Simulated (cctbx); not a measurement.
**What is wrong with this refinement?**

Cell a = 9.2300 Å, b = 9.2300 Å, c = 5.2650 Å, α = 90.00°, β = 90.00°, γ = 120.00°; space group P-62m (no. 189). The compound is CsTmZn.

The data are simulated with cctbx, not measured: Mo Kα, λ = 0.71073 Å, to d = 0.84 Å, 95 % of the full sphere, strongest reflection 5000 counts, noise from counting, a 3 % proportional error and a noise floor of 8 counts (s.d.); no absorption, and some extinction, which the refinements don't model.

An anisotropic refinement with weights 1/σ² prints:

```text
Rint 0.049, 287 unique reflections to 0.84 A
cycle     R1     wR2    GooF  max shift (A)
   1  0.0215  0.0480   1.906   0.00069
   2  0.0207  0.0463   1.840   0.00000
final R1 0.0207 wR2 0.0463 GooF 1.840  parameters 12  data/parameter 23.9
atom        x        y        z      Ueq    occ   su(xyz)  su(Uiso or U11)
Tm1    0.00000  0.58370  0.50000   0.0031  1.000  0.00009  0.0004
Cs1    0.33333  0.66667  0.00000   0.0043  1.000  0.00000  0.0004
Cs2    0.00000  0.00000  0.50000   0.0046  1.000  0.00000  0.0006
Zn1    0.00000  0.23120  0.00000   0.0031  1.000  0.00026  0.0011
difference map: max 1.34 min -0.62 rms 0.18
Q1    0.0000  0.0000  0.0000    1    1.34  2.13 A from Zn1
Q2    0.0000  0.0000  0.3283    2    0.69  0.90 A from Cs2
Q3    0.1184  0.2195  0.5000    6    0.64  1.76 A from Cs2
Q4    0.0588  0.3939  0.1838   12    0.59  1.63 A from Zn1
Q5    0.0000  0.7835  0.3256    6    0.58  2.06 A from Tm1
Q6    0.0532  0.6599  0.1929   12    0.58  1.73 A from Tm1
```

Q: Accept it or mend it, and why?

Mend it. The fault: anomalous dispersion left out. Against the right model at the same level, R1 goes from 0.0125 to 0.0207 and GooF from 0.97 to 1.84. No atom is wrong: without f′ and f″ the atoms near an edge get the wrong scattering power, which U and the scale absorb. The signs are weak, and the output alone doesn't single this fault out.

The compound is CsTmZn. The right model at the same level gives:

```text
Rint 0.049, 287 unique reflections to 0.84 A
cycle     R1     wR2    GooF  max shift (A)
   1  0.0126  0.0246   0.979   0.00029
   2  0.0125  0.0245   0.972   0.00000
final R1 0.0125 wR2 0.0245 GooF 0.972  parameters 12  data/parameter 23.9
atom        x        y        z      Ueq    occ   su(xyz)  su(Uiso or U11)
Tm1    0.00000  0.58370  0.50000   0.0030  1.000  0.00005  0.0002
Cs1    0.33333  0.66667  0.00000   0.0037  1.000  0.00000  0.0002
Cs2    0.00000  0.00000  0.50000   0.0040  1.000  0.00000  0.0003
Zn1    0.00000  0.23124  0.00000   0.0045  1.000  0.00014  0.0006
Flack x: -0.01(3)
Hooft y: 0.001(20)  Bijvoet pairs: 116
difference map: max 1.22 min -0.61 rms 0.18
Q1    0.0000  0.0000  0.0000    1    1.22  2.13 A from Zn1
Q2    0.0000  0.0000  0.3328    2    0.71  0.88 A from Cs2
Q3    0.1209  0.2160  0.5000    6    0.61  1.73 A from Cs2
Q4    0.0541  0.6605  0.1919   12    0.59  1.74 A from Tm1
Q5    0.0579  0.3961  0.1858   12    0.59  1.66 A from Zn1
Q6    0.0000  0.7832  0.3264    6    0.57  2.06 A from Tm1
```

Isotropic U is held between 0.0001 and 1 Å² by the program, and listed peak heights are interpolated, so they can pass the grid's maximum.

The model is made up (kin elements in a known structure type, no relaxation), so it says nothing on whether the phase exists.

[Middle refinement cycles are left out of these outputs.]

[Logs are printed without paths, hosts, clocks, repeated set-up lines and the standing remarks that a program may print on its own settings, such as how far it seeks lower states.]
